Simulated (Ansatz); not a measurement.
# Bands, cutoff and cost in G0W0 for SnSe (Pnma)

Aim: see how the G0W0 gap of SnSe (Pnma) on PBE moves with empty bands and screening cutoff, and what each rung costs.

Method: G0W0 on PBE, plane waves, PAW, in Ansatz 0.2.0.

### 1. The starting structure

Symmetry: Pnma, No. 62, orthorhombic system. The conventional cell has a = 11.502 Å, b = 4.154 Å, c = 4.444 Å, α = 90.00°, β = 90.00°, γ = 90.00°. Nearest to Sn lie 5 Se at 2.77 to 3.32 Å. Nearest to Se lie 5 Sn at 2.77 to 3.32 Å. Farther neighbours and most contacts between anions are not listed.

Geometry: measured lattice cell, ions relaxed with PBE; the structure entry is the Materials Project's. The runs that relaxed it are not among those shown. The default PAW set here is soft_2. Its files were made with PBE.

### 2. 160 empty bands, screening to 48 eV

Now the one-shot GW correction: screening in the RPA, then the self-energy of the levels asked for.

Input file input.yaml:

```yaml
crystal:
  lattice:
    - [11.5022, 0.0, 0.0]
    - [0.0, 4.154, 0.0]
    - [0.0, 0.0, 4.4445]
  atoms:
    - { symbol: Sn, position: [0.6180906623, 0.75, 0.397535038] }
    - { symbol: Sn, position: [0.8819093377, 0.25, 0.897535038] }
    - { symbol: Sn, position: [0.3819093377, 0.25, 0.602464962] }
    - { symbol: Sn, position: [0.1180906623, 0.75, 0.102464962] }
    - { symbol: Se, position: [0.1433532693, 0.25, 0.5232051378] }
    - { symbol: Se, position: [0.6433532693, 0.25, 0.9767948622] }
    - { symbol: Se, position: [0.3566467307, 0.75, 0.0232051378] }
    - { symbol: Se, position: [0.8566467307, 0.75, 0.4767948622] }
kpoints:
  mp_grid: { grid: [2, 4, 4] }
hamiltonian:
  xc: pbe
scf:
  occupations: { method: fixed }
gw:
  n_empty_bands: 160
  ecut_chi: 48
  qp_bands: [v2, c2]
  qp_kpoints: band_edges
  screening: { model: contour_deformation }
```

Command:

```bash
$ ansatz run input.yaml --threads 3 --pin off --max-ram 92160MiB --backend cuda --events-out ev --progress --plain --runs-dir out --devices 1 --max-vram 13GiB
```

Numbers of over 12 decimals in the logs are rounded to 6 here.

What it wrote:

```text
GPUs: using 1 of 1 available (devices: 1).
Engine: ansatz 0.2.0, x86_64-unknown-linux-gnu
Pseudopotentials: kind: paw
Pseudopotential: Sn, paw, valence charge 14, recommended cutoff 420 eV (normal), Sn.paw.azcp
Pseudopotential: Se, paw, valence charge 16, recommended cutoff 420 eV (normal), Se.paw.azcp
Functional definition: PBE
  parameter kappa = 0.804
  parameter beta = 0.066725
  exchange = pbe_x(kappa = kappa, mu = beta*pi^2/3)
  correlation = pbe_c(beta = beta)
device memory: the entry about to start is reckoned to put 3.8 GiB on a device that reports 47.7 GiB free (of which the cap on the GPU budget leaves the run 13.0 GiB)
GPU FFT provider: cuFFT
GPU libraries: cuBLAS 13.8.2, cuFFT 12.4.0, cuSOLVER 12.3.4
Crystal: 8 atoms, lattice volume = 212.359 Å³
Basis set: ecut = 420 eV, 4145 PW (Γ)
Bands: 72, of which v1, the nominal top of the filled ones, is band 60 counted from 1 (59 counted from 0)
Symmetry: 8 space group operations
Space group: Pnma (ITA 62), of the structure as read, at distance tolerance 6.0e-5 Å
k-points: 18 of 32
Non-local potential: Sn, projectors of the file, l = 0: 2, l = 1: 2, l = 2: 2, l = 3: 2
Non-local potential: Se, projectors of the file, l = 0: 2, l = 1: 2, l = 2: 3, l = 3: 1
PAW form: soft (Blöchl's): semilocal exchange-correlation on the pseudo side does not see the compensation charge
PAW one-centre angular grid: Sn, 590 points (default); XC on 64 Gauss nodes
PAW one-centre angular grid: Se, 590 points (default); XC on 64 Gauss nodes
Initial density: superposition of atomic densities (neutral atoms: chi_scale 0, normalization atom), corrected by the library's trained network
Initial wavefunctions: pseudopotential atomic-orbital guess
GPU buffer pool allocated for 72000 grid points (all kernels)
GPU transforms: local potential and band sums: pruned to the plane-wave sphere, on 80×27×30
Functional: x = pbe(κ = 0.804, μ = 0.219515), c = pbe(β = 0.066725)
SCF iter   1: F=—  HF=-45976.624265 eV  |F-HF|=—  |Δ(HF+E_count)|=         —  Δρ=1.28e-3  dr2=3.31e-3  ethr=1.77e-3  ⟨swp⟩=5.0  Hψ=4053  notcnv=0  defer=172
preconditioner: auto → Resta (q_TF=auto, 2.481 Å⁻¹)  ε∞=2.8  [insulator: Δε(μ)=0.846 eV  Ē_g=16.757 eV  n_scr=56 (ndim 8)  ℏωp=22.8 eV  f_vac=0.001  ε∞_Penn≈2.8]
SCF iter   2: F=—  HF=-45976.621784 eV  |F-HF|=—  |Δ(HF+E_count)|=   2.48e-3  Δρ=6.55e-4  dr2=7.68e-4  ethr=2.75e-6  ⟨swp⟩=2.1  Hψ=2617  notcnv=0  defer=174
SCF iter   3: F=—  HF=-45976.622098 eV  |F-HF|=—  |Δ(HF+E_count)|=   3.14e-4  Δρ=2.78e-4  dr2=1.17e-4  ethr=6.40e-7  ⟨swp⟩=2.0  Hψ=1951  notcnv=0  defer=174
SCF iter   4: F=—  HF=-45976.622187 eV  |F-HF|=—  |Δ(HF+E_count)|=   8.95e-5  Δρ=7.99e-5  dr2=1.23e-5  ethr=9.76e-8  ⟨swp⟩=2.3  Hψ=1709  notcnv=0  defer=144
SCF iter   5: F=—  HF=-45976.622191 eV  |F-HF|=—  |Δ(HF+E_count)|=   4.30e-6  Δρ=1.95e-5  dr2=7.59e-7  ethr=1.02e-8  ⟨swp⟩=2.2  Hψ=2235  notcnv=0  defer=109
SCF iter   6: F=—  HF=-45976.622191 eV  |F-HF|=—  |Δ(HF+E_count)|=   6.93e-7  Δρ=8.08e-6  dr2=1.15e-7  ethr=8.33e-11  ⟨swp⟩=10.4  Hψ=5944  notcnv=0
SCF iter   7: F=-45976.622191 eV  HF=-45976.622191 eV  |F-HF|=4.89e-9  |Δ(HF+E_count)|=   1.12e-7  Δρ=1.81e-6  dr2=5.81e-9  ethr=8.33e-11  ⟨swp⟩=3.2  Hψ=3041  notcnv=0
SCF 1 converged in 7 iterations: F = -45976.622191 eV  dr2 = 5.81e-9
  greatest PAW one-centre occupation: 1.000 electrons in one spin orbital (limit 2), on the Se atom at site 6 (counted from 0), in its partial waves of l = 2
device memory: the entry about to start is reckoned to put 4.6 GiB (of the 4.7 GiB reckoned in all, the device holds 0.1 GiB already) on a device that reports 47.6 GiB free (of which the cap on the GPU budget leaves the run 12.9 GiB)
NSCF: frozen V_eff on 18 k-points
the band table was solved once the SCF had ended and its energy, with any forces and stress, was formed, with the checks that follow a solve (4935 applications of the Hamiltonian). They found nothing against the state; the energy, forces and stress were not computed again (output.eigenvalues in the input reference)
device memory: the entry about to start is reckoned to put 4.5 GiB on a device that reports 47.7 GiB free (of which the cap on the GPU budget leaves the run 13.0 GiB)
NSCF: frozen V_eff on 18 k-points
G₀W₀ screening: q 1/18
[... further progress lines ...]
SCF converged after 7 iterations
Free energy (F): -45976.622191 eV
Harris-Foulkes:  -45976.622191 eV  (|F-HF|=4.89e-9)
Internal energy: -45976.622191 eV  (E = F + TS)
E sigma→0 (E₀):  -45976.622191 eV
Fermi energy:    8.893116 eV
--- Per-component energies (eV) ---
  E_band       = -1870.510515
  E_kinetic    = 1216.591584
  E_local      = -13186.380010  (includes V_loc(G=0)·N_el)
  E_nonlocal   = -2513.831794
  E_hartree    = 6960.413152
  E_xc         = -1950.291823
  E_vxc        = -779.761492  (∫ρ·V_xc dr)
  E_paw        = -24179.845454  (= ΣΔE_a)
  E_vpaw       = -527.956814  (= ΣTr[D̂ρ^β])
  E_aug_tail   = -0.002343  (compensation charges beyond the density's cutoff)
  E_ewald      = -12323.275503
  E_smearing   = -0.000000  (= −TS)
  E_closure    = 0.000000  (closes the sum)
  Σ components = -45976.622191   (vs F -45976.622191, Δ=0.00e0)
--- Band table (eV; the first three rows and the last of 18) ---
  k-point 0: bands = [... 56 lower, 7.5363, 7.8724, 8.3527, 8.5623, 9.7431, 11.9965, 12.1846, 12.1983, ... 8 higher]
  k-point 1: bands = [... 56 lower, 7.8917, 7.9871, 8.5166, 8.8009, 10.0499, 10.4823, 11.2792, 11.3446, ... 8 higher]
  k-point 2: bands = [... 56 lower, 8.3161, 8.3161, 8.8808, 8.8808, 10.3580, 10.3580, 10.7024, 10.7024, ... 8 higher]
  k-point 17: bands = [... 56 lower, 7.5325, 7.5325, 7.5325, 7.5325, 11.5405, 11.5405, 11.5405, 11.5405, ... 8 higher]
--- G₀W₀: contour deformation, 7 samples at zero and on the imaginary axis and 1 off it, 32 q-points, 160 empty bands' worth ---
  eigenvalues of the whole cell's RPA ε∞ on this k-mesh (on a slab, of 1 + 4πα/V) = 15.5297, 16.9080, 25.2710; static W/v taken at q = 0 is 0.054681
  gw.qp_kpoints: band_edges: 12 of 18 stored k-points solved, in 1 pass; an edge of the gap read off the rows below is read off those points alone
    valence top: of the k-points left out ik 5 came nearest to being solved in a further pass, in band 60 (counted from 1, as in the quasiparticle table): it holds the edge there only if its correction is more favourable than any solved in that band by at least 0.723 eV; those differ by 0.166 eV
    conduction bottom: of the k-points left out ik 7 came nearest to being solved in a further pass, in band 61 (counted from 1, as in the quasiparticle table): it holds the edge there only if its correction is more favourable than any solved in that band by at least 0.637 eV; those differ by 0.161 eV
    ik  band        ε_KS         Σx   Σc(E_QP)       V_xc       Z   E_QP_lin       E_QP  E_QP is
     0    59      8.3527   -16.1447     1.8328   -14.3546  0.7447     8.3954     8.3954  root
     0    60      8.5623   -16.4050     1.7861   -14.7017  0.7482     8.6449     8.6451  root
     0    61      9.7431    -8.5584    -2.9294   -11.7799  0.7745    10.0366    10.0353  root
     0    62     11.9965    -8.5476    -3.7641   -12.7303  0.7495    12.4207    12.4151  root
     1    59      8.5166   -16.3565     1.7182   -14.7287  0.7496     8.6069     8.6071  root
     1    60      8.8009   -15.8818     1.1868   -14.8603  0.7573     8.9658     8.9662  root
     1    61     10.0499    -8.6304    -3.0944   -12.0694  0.7727    10.3964    10.3945  root
     1    62     10.4823    -9.1823    -2.9534   -12.4780  0.7720    10.8266    10.8246  root
     2    59      8.8808   -14.9997     0.8176   -14.3493  0.7621     9.0477     9.0481  root
     2    60      8.8808   -14.9997     0.8176   -14.3493  0.7621     9.0477     9.0481  root
     2    61     10.3580    -9.4977    -2.8600   -12.7128  0.7723    10.7151    10.7131  root
     2    62     10.3580    -9.4977    -2.8600   -12.7128  0.7723    10.7151    10.7131  root
     3    59      8.3717   -16.4979     1.8947   -14.6594  0.7459     8.4278     8.4279  root
     3    60      8.7667   -15.8285     1.0387   -14.9763  0.7601     8.9529     8.9534  root
     3    61     10.0878    -8.9658    -2.8629   -12.1208  0.7721    10.3812    10.3799  root
     3    62     10.1700    -8.4898    -3.1578   -11.9863  0.7731    10.5107    10.5087  root
     4    59      8.2658   -15.3888     1.5291   -13.8952  0.7497     8.3013     8.3013  root
     4    60      8.4850   -15.7932     1.5030   -14.3646  0.7519     8.5592     8.5593  root
     4    61      9.9627    -9.3582    -2.9670   -12.7128  0.7742    10.3525    10.3502  root
     4    62     10.6166    -8.6076    -3.1946   -12.1533  0.7681    10.9699    10.9676  root
     6    59      8.3274   -15.6767     1.4517   -14.2860  0.7536     8.3884     8.3885  root
     6    60      8.3274   -15.6767     1.4517   -14.2860  0.7536     8.3884     8.3885  root
     6    61     10.0508    -8.3880    -3.0251   -11.6845  0.7737    10.3233    10.3222  root
     6    62     10.0508    -8.3880    -3.0251   -11.6845  0.7737    10.3233    10.3222  root
[...]
13    59      8.5366   -16.0586     1.5522   -14.5959  0.7517     8.6260     8.6262  root
    13    60      8.5366   -16.0586     1.5522   -14.5959  0.7517     8.6260     8.6262  root
    13    61     10.8290    -9.1911    -3.2319   -12.8414  0.7655    11.2511    11.2473  root
    13    62     10.8290    -9.1911    -3.2319   -12.8414  0.7655    11.2511    11.2473  root
    15    59      8.0902   -14.9801     1.3438   -13.6688  0.7521     8.1227     8.1227  root
    15    60      8.0902   -14.9801     1.3438   -13.6688  0.7521     8.1227     8.1227  root
    15    61     10.4917    -9.7102    -2.9617   -13.0588  0.7684    10.8814    10.8785  root
    15    62     10.4917    -9.7102    -2.9617   -13.0588  0.7684    10.8814    10.8785  root
```

It took 26 s on 1 × NVIDIA H100 80GB HBM3 (shared by 6 runs) with 3 threads of AMD EPYC 7R13 (Zen 3), shared host; peak memory 1.5 GiB.

In the SCF lines HF is the Harris–Foulkes energy and dr2 the Hartree energy of the density residual, in eV; the loop may stop once dr2 is under the threshold and the program's other checks hold. Hψ counts applications of the Hamiltonian.

This step gave:

| Quantity | Value |
| --- | --- |
| bands summed | 220 |
| RPA ε∞ on this mesh (eigenvalues) | 15.53, 16.91, 25.27 |
| plane waves in the screening matrix | 169 |
| q-points in the mesh | 32 |
| G0W0 gap on the mesh | 0.9440 eV |
| k of the valence top | -0.5, 0, -0.5 |
| k of the conduction bottom | 0, 0, 0 |
| starting gap on the mesh | 0.8500 eV |
| Z at the valence top | 0.7622 |
| Z at the conduction bottom | 0.7745 |
| least direct G0W0 gap on the computed points | 1.390 eV |

The gap on the mesh goes from 0.85 eV to 0.94 eV, a correction of +0.09 eV. Between the two edge states, bare exchange in place of the xc potential would open the gap by 3.90 eV, and correlation takes back 3.80 eV.

### 3. 453 empty bands, screening to 96 eV

Bands and screening cutoff are moved together, since each hides the error of the other.

Changes to input.yaml since step 2:

```diff
@@ -21,4 +21,4 @@
 gw:
-  n_empty_bands: 160
-  ecut_chi: 48
+  n_empty_bands: 453
+  ecut_chi: 96
   qp_bands: [v2, c2]
```

What it wrote:

```text
GPUs: using 1 of 1 available (devices: 1).
[...]
GPU FFT provider: cuFFT
GPU libraries: cuBLAS 13.8.2, cuFFT 12.4.0, cuSOLVER 12.3.4
Crystal: 8 atoms, lattice volume = 212.359 Å³
Basis set: ecut = 420 eV, 4145 PW (Γ)
Bands: 72, of which v1, the nominal top of the filled ones, is band 60 counted from 1 (59 counted from 0)
Symmetry: 8 space group operations
[...]
k-points: 18 of 32
[...]
GPU buffer pool allocated for 72000 grid points (all kernels)
[...]
SCF iter   1: F=—  HF=-45976.624265 eV  |F-HF|=—  |Δ(HF+E_count)|=         —  Δρ=1.28e-3  dr2=3.31e-3  ethr=1.77e-3  ⟨swp⟩=5.0  Hψ=4053  notcnv=0  defer=172
[...]
SCF iter   7: F=-45976.622191 eV  HF=-45976.622191 eV  |F-HF|=4.89e-9  |Δ(HF+E_count)|=   1.12e-7  Δρ=1.81e-6  dr2=5.81e-9  ethr=8.33e-11  ⟨swp⟩=3.2  Hψ=3041  notcnv=0
SCF 1 converged in 7 iterations: F = -45976.622191 eV  dr2 = 5.81e-9
[...]
NSCF: frozen V_eff on 18 k-points
[...]
G₀W₀ screening: q 1/18
[... further progress lines ...]
SCF converged after 7 iterations
Free energy (F): -45976.622191 eV
[...]
Internal energy: -45976.622191 eV  (E = F + TS)
E sigma→0 (E₀):  -45976.622191 eV
Fermi energy:    8.893116 eV
[...]
--- Band table (eV; the first three rows and the last of 18) ---
  k-point 0: bands = [... 56 lower, 7.5363, 7.8724, 8.3527, 8.5623, 9.7431, 11.9965, 12.1846, 12.1983, ... 8 higher]
  k-point 1: bands = [... 56 lower, 7.8917, 7.9871, 8.5166, 8.8009, 10.0499, 10.4823, 11.2792, 11.3446, ... 8 higher]
  k-point 2: bands = [... 56 lower, 8.3161, 8.3161, 8.8808, 8.8808, 10.3580, 10.3580, 10.7024, 10.7024, ... 8 higher]
  k-point 17: bands = [... 56 lower, 7.5325, 7.5325, 7.5325, 7.5325, 11.5405, 11.5405, 11.5405, 11.5405, ... 8 higher]
[...]
bands read: the sum over 513 bands ends inside a degenerate multiplet in 14 slots, whose members it reads at an even weight; the widest, k=15: bands 513 to 516 (counted from 1) at 1/4 each
[...]
0    59      8.3527   -16.1447     1.4566   -14.3546  0.7396     8.0166     8.0192  root
     0    60      8.5623   -16.4050     1.3858   -14.7017  0.7430     8.2426     8.2447  root
     0    61      9.7431    -8.5584    -3.2384   -11.7799  0.7727     9.7263     9.7263  root
     0    62     11.9965    -8.5476    -4.0925   -12.7303  0.7467    12.0870    12.0868  root
     1    59      8.5166   -16.3565     1.3175   -14.7287  0.7443     8.2044     8.2063  root
     1    60      8.8009   -15.8818     0.7599   -14.8603  0.7525     8.5382     8.5393  root
     1    61     10.0499    -8.6304    -3.4133   -12.0694  0.7707    10.0757    10.0757  root
     1    62     10.4823    -9.1823    -3.2679   -12.4780  0.7694    10.5101    10.5101  root
[...]
15    59      8.0902   -14.9801     0.9776   -13.6688  0.7485     7.7540     7.7565  root
    15    60      8.0902   -14.9801     0.9776   -13.6688  0.7485     7.7540     7.7565  root
    15    61     10.4917    -9.7102    -3.3104   -13.0588  0.7654    10.5299    10.5298  root
    15    62     10.4917    -9.7102    -3.3104   -13.0588  0.7654    10.5299    10.5298  root
```

Elapsed: 41 s, on 1 × NVIDIA H100 80GB HBM3 (shared by 6 runs) with 3 threads; peak memory 2.5 GiB.

Numbers from this step:

| Quantity | Value |
| --- | --- |
| bands summed | 513 |
| RPA ε∞ on this mesh (eigenvalues) | 15.44, 16.83, 25.18 |
| plane waves in the screening matrix | 459 |
| q-points in the mesh | 32 |
| G0W0 gap on the mesh | 1.072 eV |
| k of the valence top | -0.5, 0, -0.5 |
| k of the conduction bottom | 0, 0, 0 |
| starting gap on the mesh | 0.8500 eV |
| Z at the valence top | 0.7579 |
| Z at the conduction bottom | 0.7727 |
| least direct G0W0 gap on the computed points | 1.482 eV |

Against the run with 2×4×4 mesh, 160 empty bands, screening to 48 eV, the gap moves by +0.13 eV.

### 4. 975 empty bands, screening to 160 eV

Changes to input.yaml since step 3:

```diff
@@ -21,4 +21,4 @@
 gw:
-  n_empty_bands: 453
-  ecut_chi: 96
+  n_empty_bands: 975
+  ecut_chi: 160.0
   qp_bands: [v2, c2]
```

What it wrote:

```text
GPUs: using 1 of 1 available (devices: 1).
[...]
GPU FFT provider: cuFFT
GPU libraries: cuBLAS 13.8.2, cuFFT 12.4.0, cuSOLVER 12.3.4
Crystal: 8 atoms, lattice volume = 212.359 Å³
Basis set: ecut = 420 eV, 4145 PW (Γ)
Bands: 72, of which v1, the nominal top of the filled ones, is band 60 counted from 1 (59 counted from 0)
Symmetry: 8 space group operations
[...]
k-points: 18 of 32
[...]
1    62     10.4823    -9.1823    -3.4348   -12.4780  0.7689    10.3434    10.3431  root
[...]
15    59      8.0902   -14.9801     0.7902   -13.6688  0.7478     7.5627     7.5691  root
    15    60      8.0902   -14.9801     0.7902   -13.6688  0.7478     7.5627     7.5691  root
    15    61     10.4917    -9.7102    -3.4925   -13.0588  0.7648    10.3480    10.3477  root
    15    62     10.4917    -9.7102    -3.4925   -13.0588  0.7648    10.3480    10.3477  root
[key lines of the parts left out:]
SCF converged after 7 iterations
Free energy (F): -45976.622191 eV
Fermi energy:    8.893116 eV
```

Run time: 1.7 min. Hardware: 1 × NVIDIA H100 80GB HBM3 (shared by 6 runs) with 3 threads; peak memory 5.1 GiB.

Numbers from this step:

```yaml
bands_summed: 1035
rpa_eps_infinity_on_this_mesh_eigenvalues: 15.43, 16.81, 25.16
plane_waves_in_the_screening_matrix: 1003
g0w0_gap_on_the_mesh: 1.152 eV
k_of_the_valence_top: 0, 0, -0.5
k_of_the_conduction_bottom: 0, 0, 0
starting_gap_on_the_mesh: 0.8500 eV
least_direct_g0w0_gap_on_the_computed_points: 1.543 eV
```

Against the run with 2×4×4 mesh, 453 empty bands, screening to 96 eV, the gap moves by +0.08 eV.

(Continued in part 2 of 2.)

[Paths, hosts, dates, memory and timing lines, banners, echoed tables and standing remarks are left out of the program output.]

[Logs are printed without paths, hosts, clocks, repeated set-up lines and the standing remarks that a program may print on its own settings, such as how far it seeks lower states.]

[Runs of the session that timed out or met a known fault of the program may be left out.]

[Cells called generated may have been cut or substituted from an entry of the Crystallography Open Database or the Materials Project.]

[Hosts, paths, dates, database ids (printed as entryN), source tags and the programs' standing remarks are cut or masked in the printed files.]
